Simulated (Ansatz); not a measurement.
**Where Br_C puts its levels in the gap of SiC (P6_3mc)**

Charge states of Br_C in SiC (P6_3mc), set against the band edges. Model: a cell of 108 host atoms with 1 C taken out and 1 Br put in.

Main program and level: Ansatz 0.2.0; place-levels on r2SCAN runs: charge-transition levels and formation energies with image-charge correction and potential alignment at the atomic sites; PAW set soft_1.

Experimental background.

“Charge spill-out and work function of few-layer graphene on SiC(0001)” (2018, arxiv:1806.04908) quotes from earlier work for SiC, 6H (bulk crystal, literature): band gap (indirect gap, experimental literature value) 3.03 eV [Literature value cited in passing in the theory part; temperature and measurement method …].

Most raw output is cut from this account.

## (1) Set-up

The cell holds 108 atoms: 54 Si, 53 C and 1 Br. Cell: a = 9.236 Å, b = 9.236 Å, c = 15.108 Å, α = 90.0°, β = 90.0°, γ = 120.0°. It derives from SiC (space group P6_3mc). Nearest the centre at fractional (0.556, 0.444, 0.542): Br59 at 0.00 Å, Si89 at 1.89 Å, Si53 at 1.89 Å, Si101 at 1.89 Å, Si51 at 1.89 Å, C23 at 3.08 Å, C47 at 3.08 Å, C11 at 3.08 Å.

Known beforehand: the electronic dielectric constant, (7.09, 7.09, 7.35), and the static one, (10.43, 10.43, 10.95), computed on the host (DFPT, PBEsol, on the r2SCAN cell), and a cell off the functional's own equilibrium shifts the ionic part.

The cell's shortest repeat is 9.2 Å.

## (2) What was run first

Levels follow from differences of total energies between charge states, each relaxed by itself.

Each atom starts 0.05 Å or so off its site in a random direction: a symmetric start keeps its symmetry, and would miss off-centre moves and Jahn–Teller distortions. Forces are taken at one point at (¼, ¼, ¼). The cell holds 1 electron more than the neutral one, with a uniform background that keeps it neutral on the whole.

The sampling was tested on the host first: at the k-points planned (1x1x1 shifted 0.25 0.25 0.25) its energy lies -0.041 eV an atom from the dense-mesh value, a large miss, so this sampling is coarse for the host.

One state's input; the others differ in charge, spin, start and seed, and in occupations where the table says so.

qm1.relax/input.yaml reads:

```yaml
crystal:
  lattice:
    - [9.23599493, 0.0, 0.0]
    - [-4.61799746, 7.99860624, 0.0]
    - [0.0, 0.0, 15.1078644]
  atoms:
    - { symbol: Si, position: [0.11111111, 0.22222222, 0.8329854] }
    - { symbol: Si, position: [0.22222222, 0.11111111, 0.3329854] }
[... 8 atom lines left out ...]
    - { symbol: C, position: [0.22222222, 0.11111111, 0.54152848] }
[... 11 atom lines left out ...]
    - { symbol: C, position: [0.22222222, 0.44444444, 0.54152848] }
[... 5 atom lines left out ...]
    - { symbol: Si, position: [0.0, 0.66666667, 0.49972248] }
[... 11 atom lines left out ...]
    - { symbol: Si, position: [0.33333333, 0.0, 0.49972248] }
[... 3 atom lines left out ...]
    - { symbol: C, position: [0.44444444, 0.22222222, 0.70799668] }
[... 1 atom line left out ...]
    - { symbol: C, position: [0.55555556, 0.11111111, 0.54152848] }
[... 2 atom lines left out ...]
    - { symbol: Si, position: [0.55555556, 0.44444444, 0.3329854] }
    - { symbol: Si, position: [0.55555556, 0.44444444, 0.66650102] }
[... 1 atom line left out ...]
    - { symbol: Si, position: [0.33333333, 0.33333333, 0.49972248] }
[... 2 atom lines left out ...]
    - { symbol: C, position: [0.33333333, 0.33333333, 0.37436694] }
    - { symbol: C, position: [0.44444444, 0.55555556, 0.70799668] }
[... 1 atom line left out ...]
    - { symbol: Br, position: [0.55555556, 0.44444444, 0.54152848] }
[... 11 atom lines left out ...]
    - { symbol: C, position: [0.55555556, 0.77777778, 0.54152848] }
[... 17 atom lines left out ...]
    - { symbol: Si, position: [0.66666667, 0.33333333, 0.49972248] }
[... 2 atom lines left out ...]
    - { symbol: C, position: [0.66666667, 0.33333333, 0.37436694] }
    - { symbol: C, position: [0.77777778, 0.55555556, 0.70799668] }
[... 1 atom line left out ...]
    - { symbol: C, position: [0.88888889, 0.44444444, 0.54152848] }
[... 5 atom lines left out ...]
    - { symbol: Si, position: [0.66666667, 0.66666667, 0.49972248] }
[... 2 atom lines left out ...]
    - { symbol: C, position: [0.66666667, 0.66666667, 0.37436694] }
[... 2 atom lines left out ...]
    - { symbol: C, position: [0.88888889, 0.77777778, 0.54152848] }
    - { symbol: C, position: [0.77777778, 0.88888889, 0.04152848] }
  host:
    repeats: [3, 3, 1]
    atoms:
      - { symbol: Si, position: [0.33333333, 0.66666667, 0.8329854] }
      - { symbol: Si, position: [0.66666667, 0.33333333, 0.3329854] }
      # ... 10 more atoms of the perfect host
total_charge: -1
basis:
  ecutwfc: 500
  xc_grid: 2
hamiltonian:
  xc: r2scan
  pseudopotentials: { kind: paw, azcp: { folder: soft_1 } }
kpoints:
  mp_grid: { grid: [1, 1, 1], shift: [0.25, 0.25, 0.25] }
scf:
  occupations: { method: fixed }
  max_iter: 60
output:
  forces: true
  charged_corrections:
    epsilon: [7.09, 7.09, 7.35]
    static_epsilon: [10.43, 10.43, 10.95]
    defect_position: [0.555556, 0.444444, 0.541528]
relax:
  f_tol: 0.02
  max_steps: 80
  random_displacement: { amplitude: 0.05, seed: 744 }
checkpoint:
  write: "../qm1.relax.run"
  compress: false
  write_wavefunctions: true
  write_every: 100000
```

Command:

```console
$ ansatz run input.yaml --threads 8 --pin off --max-ram 15073MiB --backend cpu --events-out ev --progress --plain --runs-dir out
```

Defect states can disperse in a cell of this size, so the energy is taken again at a 2×2×2 shifted mesh, on the relaxed structure.

The run of this state that the levels use, under r2SCAN:

qm1.point/input.yaml reads:

```yaml
crystal:
  checkpoint: "../qm1.relax.run"
  host: checkpoint
total_charge: -1
basis:
  ecutwfc: 500
  xc_grid: 2
hamiltonian:
  xc: r2scan
  pseudopotentials: { kind: paw, azcp: { folder: soft_1 } }
kpoints:
  mp_grid: { grid: [2, 2, 2], shift: [0.5, 0.5, 0.5] }
scf:
  occupations: { method: fermi_dirac, width: 0.01 }
  max_iter: 60
output:
  forces: true
  eigenvalues: true
  charged_corrections:
    epsilon: [7.09, 7.09, 7.35]
    static_epsilon: [10.43, 10.43, 10.95]
    defect_position: [0.555556, 0.444444, 0.541528]
  eigenstates: { localisation: true }
  populations: true
  band_densities: [{ bands: [v1, v1] }, { bands: [c1, c1] }]
  write_density: true
  write_potential: true
  volumetric_format: npy
  elf: true
checkpoint:
  read: "../qm1.relax.run"
  write: "../qm1.point.run"
  compress: false
  write_wavefunctions: false
  write_every: 100000
```

Relaxations under r2SCAN at one point at (¼, ¼, ¼); times on 8 threads of Arm Neoverse V1, shared host:

```
charge  moment (μB)  occupations    outcome  steps  largest displacement against the far atoms (Å)     time
    −1            0        fixed  converged     14                                            0.73  4.1 min
     0            1        fixed  converged     16                                            0.59   13 min
    +1            0        fixed  converged      9                                            0.55  2.8 min
    +2            1        fixed  converged      9                                            0.51  7.2 min
    −1            2        fixed  converged     15                                            0.62   11 min
    +1            2        fixed  converged     19                                            0.60   14 min
```

Single points under r2SCAN at a 2×2×2 shifted mesh; times on 8 threads of Arm Neoverse V1, shared host:

| charge | moment (μB) | occupations | outcome | time |
| --- | --- | --- | --- | --- |
| −1 | 0 | fermi-dirac | converged | 2.4 min |
| 0 | 1 | fermi-dirac | converged | 5.1 min |
| +1 | 0 | fermi-dirac | converged | 2 min |
| +2 | 1 | fermi-dirac | converged | 5 min |
| −1 | 2 | fermi-dirac | converged | 5.7 min |
| +1 | 2 | fermi-dirac | converged | 4.7 min |

Distances (Å) from Br59 to the nearest atoms after relaxation with r2SCAN:

```csv
charge,moment (μB),1.,2.,3.,4.,5.,6.
−1,0,Si 2.29,Si 2.29,Si 2.54,Si 2.61,C 3.07,C 3.07
−1,2,Si 2.31,Si 2.42,Si 2.46,Si 2.48,C 3.07,C 3.08
0,1,Si 2.31,Si 2.41,Si 2.43,Si 2.48,C 3.07,C 3.08
+1,0,Si 2.32,Si 2.37,Si 2.39,Si 2.41,C 3.06,C 3.07
+1,2,Si 2.31,Si 2.31,Si 2.44,Si 2.48,C 3.06,C 3.07
+2,1,Si 2.32,Si 2.35,Si 2.36,Si 2.37,C 3.07,C 3.07
```

## (3) place-levels, r2SCAN

A charged cell interacts with its images and the background, and its potential has another zero than the host's. place-levels removes the first by a point-charge model, screened by the static dielectric constant since the ions have relaxed around the charge, and the second by comparing potentials at atoms far from the defect.

The host is a run of the defect-free crystal in the same cutoffs, grids and k-points, so that basis and sampling errors cancel in part in the differences. The host is run in a cell of 12 atoms on a matching mesh. Its band edges are searched through the zone by a band path, so the gap is smaller than, or equal to, that on the mesh. Chemical potentials are energies per atom of C (diamond) and Br (solid Br2 (Cmce)), run with the same functional and cutoff. Carbon is taken as diamond, which semilocal functionals can put about 0.1 eV an atom over graphite.

levels.point.yaml reads:

```yaml
host:
  run: host.point.run
states: [qm1.point.run, q0_M1.point.run, qp1.point.run, qp2_M1.point.run, qm1_M2.point.run, qp1_M2.point.run]
geometry_from:
  qm1.point.run: qm1.relax.run
  q0_M1.point.run: q0_M1.relax.run
  qp1.point.run: qp1.relax.run
  qp2_M1.point.run: qp2_M1.relax.run
  qm1_M2.point.run: qm1_M2.relax.run
  qp1_M2.point.run: qp1_M2.relax.run
  host.point.run: host.relax.run
chemical_potentials:
  C:
    energy: -251.553391
    dataset: "<sha256 of the dataset>"
  Br:
    energy: -2792.869391
    dataset: "<sha256 of the dataset>"
epsilon: [7.09, 7.09, 7.35]
static_epsilon: [10.43, 10.43, 10.95]
vertical:
  - { from: qm1.point.run, to: qm1.point_neutral.run }
  - { from: qp1.point.run, to: qp1.point_neutral.run }
  - { from: qp2_M1.point.run, to: qp2_M1.point_neutral.run }
  - { from: qm1_M2.point.run, to: qm1_M2.point_neutral.run }
  - { from: qp1_M2.point.run, to: qp1_M2.point_neutral.run }
```

Command:

```console
$ ansatz place-levels levels.point.yaml -- --threads 8 --pin off --max-ram 15073MiB
```

It took 1 s on 8 threads of Arm Neoverse V1, shared host.

Levels between the charges placed, in eV above the valence top:

|  | gap (eV) | (+2/+1) | (+1/0) | (0/−1) |
| --- | --- | --- | --- | --- |
| r2SCAN | 2.37 | 1.63 | 2.14 | 2.55 |

Corrections by state:

```
charge  moment (μB)  image terms and alignment (eV)  band filling (eV)                                  ε used  over the lowest of its charge, as the program ranks them, band filling apart (eV)
    +2          1.0                           0.939                  -  principal values (10.43, 10.43, 10.95)                                                                              0.000
    +1          0.0                           0.359                  -  principal values (10.43, 10.43, 10.95)                                                                              0.000
     0          1.0                           0.000                  -                                       -                                                                              0.000
    −1          0.0                          -0.093             -0.013  principal values (10.43, 10.43, 10.95)                                                                              0.000
    +1          2.0                           0.362                  -  principal values (10.43, 10.43, 10.95)                                                                              0.156
    −1          2.0                          -0.120                  -  principal values (10.43, 10.43, 10.95)                                                                              0.151
```

The charged structures listed were also run neutral, and place-levels reads from each pair, by the potential or the spins, how wide the charge is by which they differ; that can be the carrier of either run.

```csv
charge,rms radius (Å),spread where it is widest against the cell (Å),wide from (Å),reading
+2,5.0,2.66,1.39,wide
+1,5.4,2.71,1.39,wide
−1,3.5,1.75,1.39,wide
```

The neutral runs of these pairs need not share the spin of the lowest neutral state, and very wide values only mean spread over the cell.

From the program's caveats on the states, each cut to its opening words:

- charge +2 (1 μB), +1: it parts from the run at its places by a charge that spreads by about 2.7 Å along one vector (1.4 Å or more is wide), by its potential at epsilon [7.09, 7.09, [...]
- charge +2 (1 μB): its sublattices stand up to 0.0447 Å off the host's, which by the two runs' forces adds about +0.01 eV to its energy against the host's, and moves the band [...]
- charge +2 (1 μB), 0 (1 μB), +1 (2 μB), −1 (2 μB): flagged: stability check not made
- charge +1: the host's ions (past the first shell or, of a walk that freed a part, those that it held) aren't shown at rest: they stand up to 0.063 Å off their sites, 2.71 [...]
- charge +1: its sublattices stand up to 0.0416 Å off the host's, which by the two runs' forces adds about +0.02 eV to its energy against the host's, and moves the band [...]
- charge 0 (1 μB): its sublattices stand up to 0.0400 Å off the host's, which by the two runs' forces adds about +0.03 eV to its energy against the host's, and moves the band [...]
- charge −1: it parts from the run at its places by a charge that spreads by about 1.7 Å along one vector (1.4 Å or more is wide), by the spins about the atoms, where the [...]
- charge −1: a band-filling correction moves a carrier to the host's band edge, which changes its energy by -0.013 eV
- charge −1: its alignment with the host at atomic sites is doubtful: the mean over the far sites moves by -0.0716 eV from their farther parts to their nearer, more than [...]
- charge −1: the host's ions (past the first shell or, of a walk that freed a part, those that it held) aren't shown at rest: they stand up to 0.133 Å off their sites, 2.47 [...]
- charge −1: its sublattices stand up to 0.0334 Å off the host's, which by the two runs' forces adds about +0.01 eV to its energy against the host's, and moves the band [...]
- charge +1 (2 μB): it parts from the run at its places by a charge that spreads by about 2.5 Å along one vector (1.4 Å or more is wide), by its potential at epsilon [7.09, 7.09, [...]
- charge +1 (2 μB): the far atoms show a dipole or second moment of the defect's charge, for which the correction takes or leaves out 0.05 eV: further moments aren't read, and the [...]
- charge +1 (2 μB): its sublattices stand up to 0.0408 Å off the host's, which by the two runs' forces adds about +0.02 eV to its energy against the host's, and moves the band [...]

The host's formation energy from the elements is -0.356 eV per atom; it sets how far the chemical potentials can move.

Limit set by the element alone; other compounds of these elements are not counted. Chemical potentials from the elements' reference states: C 0.00 eV, Si -0.71 eV, Br 0.00 eV. Formation energies (C-rich), with the Fermi level at the valence top and at the conduction bottom (gap 2.37 eV):

```csv
charge,at valence top (eV),at conduction bottom (eV),correction included (eV)
+2,4.73,9.47,0.94
+1,6.36,8.73,0.36
0,8.50,8.50,0.00
−1,11.05,8.68,-0.11
```

```tsv
Fermi level (eV)	lowest formation energy (eV)
0.00	4.73
0.22	5.16
0.43	5.59
0.65	6.02
0.86	6.45
1.08	6.88
1.29	7.32
1.51	7.75
1.72	8.08
1.94	8.30
2.15	8.50
2.37	8.50
```

Limit set by the element alone; other compounds of these elements are not counted. Chemical potentials from the elements' reference states: Si 0.00 eV, C -0.71 eV, Br 0.00 eV. Formation energies (Si-rich), with the Fermi level at the valence top and at the conduction bottom (gap 2.37 eV):

```csv
charge,at valence top (eV),at conduction bottom (eV),correction included (eV)
+2,4.02,8.76,0.94
+1,5.65,8.01,0.36
0,7.79,7.79,0.00
−1,10.34,7.97,-0.11
```

```json
{"Fermi level (eV)": "0.00", "lowest formation energy (eV)": "4.02"}
{"Fermi level (eV)": "0.22", "lowest formation energy (eV)": "4.45"}
{"Fermi level (eV)": "0.43", "lowest formation energy (eV)": "4.88"}
{"Fermi level (eV)": "0.65", "lowest formation energy (eV)": "5.31"}
{"Fermi level (eV)": "0.86", "lowest formation energy (eV)": "5.74"}
{"Fermi level (eV)": "1.08", "lowest formation energy (eV)": "6.17"}
{"Fermi level (eV)": "1.29", "lowest formation energy (eV)": "6.60"}
{"Fermi level (eV)": "1.51", "lowest formation energy (eV)": "7.03"}
{"Fermi level (eV)": "1.72", "lowest formation energy (eV)": "7.37"}
{"Fermi level (eV)": "1.94", "lowest formation energy (eV)": "7.58"}
{"Fermi level (eV)": "2.15", "lowest formation energy (eV)": "7.79"}
{"Fermi level (eV)": "2.37", "lowest formation energy (eV)": "7.79"}
```

## (4) The same at the relaxations' own k-points

The relaxations' own energies give the levels at their sampling, for comparison.

levels.relax_mesh.yaml reads:

```yaml
host:
  run: host.relax.run
states: [qm1.relax.run, q0_M1.relax.run, qp1.relax.run, qp2_M1.relax.run, qm1_M2.relax.run, qp1_M2.relax.run]
chemical_potentials:
  C:
    energy: -251.553391
    dataset: "<sha256 of the dataset>"
  Br:
    energy: -2792.869391
    dataset: "<sha256 of the dataset>"
```

Command:

```console
$ ansatz place-levels levels.relax_mesh.yaml -- --threads 8 --pin off --max-ram 15073MiB
```

Wall time 0.27 s (8 threads).

Levels between neighbouring charges, in eV above the valence top:

```csv
,gap (eV),(+2/+1),(+1/0),(0/−1)
"one point at (¼, ¼, ¼)",2.38,1.60,2.28,2.55
a 2×2×2 shifted mesh,2.37,1.63,2.14,2.55
```

Going from one point at (¼, ¼, ¼) to a 2×2×2 shifted mesh moves the levels that carry no band-filling term by up to 0.13 eV and formation energies against the elements by up to 0.09 eV; band-filling terms, which differ between samplings, are in these energies.

## (5) Summary of results

```yaml
gap_of_the_host: 2.37 eV (r2SCAN)
level_plus_2_plus_1: 1.63 eV above the valence top
level_plus_1_over_0: 2.14 eV above the valence top
level_0_minus_1: 2.55 eV above the valence top, past the conduction bottom (2.56 eV above the valence top without the band-filling term)
lowest_of_the_charges_placed_just_above_the_valence_top_0p02_ev: +2
lowest_of_the_charges_placed_just_below_the_conduction_bottom_0p02_ev: 0
lowest_formation_energy_at_mid_gap_of_the_charges_run_c_rich: 7.10 eV
lowest_formation_energy_at_mid_gap_of_the_charges_run_si_rich: 6.39 eV
```

In words: Of the charges placed (−1, 0, +1 and +2), the lowest changes at 1.63 eV (+2/+1) and 2.14 eV (+1/0) above the valence top, in a gap of 2.37 eV. (+1/0) lies nearer to a band edge than the share of the finite-size correction in it (0.36 eV), and that correction holds for a localised charge alone. Charges above +2 were not placed, so these runs say nothing of levels that involve them. States placed: +2 at 1 μB; +1 at 0 μB and 2 μB; 0 at 1 μB; −1 at 0 μB and 2 μB. Other spin states or structures, where not listed, weren't placed. The program finds carriers beyond a band edge of the host and adds a band-filling term at charge −1 (-0.01 eV); steps to such a charge show no bound level, and a defect level inside a band would be read the same way. Br is taken at its element; compounds, which aren't counted here, bound the chemical potentials and would shift these formation energies. Going from one point at (¼, ¼, ¼) to a 2×2×2 shifted mesh moves the levels that carry no band-filling term by up to 0.13 eV and formation energies against the elements by up to 0.09 eV; band-filling terms, which differ between samplings, are in these energies. The program doubts the alignment of potentials for at least one state, a sign that the cell is small. Limits: r2SCAN makes the gap too small and tends to spread out bound carriers; force components of up to 0.35 eV/Å remain in a run at the final settings.

Comparison with the measured values:

```
                             quantity  measured           r2SCAN
band gap (least gap of the host) (eV)      3.03  2.37 (-0.66 eV)
```

Measured values from arxiv:1806.04908 (2018).

**Verdict.** The band gap is off by -0.66 eV: a clear miss. Local and semilocal functionals usually give gaps below the measured ones. Zero-point and thermal motion shift the measured gap.

[Logs are printed without paths, hosts, clocks, repeated set-up lines and the standing remarks that a program may print on its own settings, such as how far it seeks lower states.]

[Hosts, paths, dates, database ids (printed as entryN), source tags and the programs' standing remarks are cut or masked in the printed files.]

[Where a table of states has a column of steps, it counts the stored structures, which are thinned; the runs took as many ionic steps or more.]

[A defect's name tells the site on which it was built; relaxed atoms can leave that site.]

[For some hosts the program warned that the k-mesh of the response run may be too coarse for force constants and the static dielectric constant; such warnings are not shown here.]
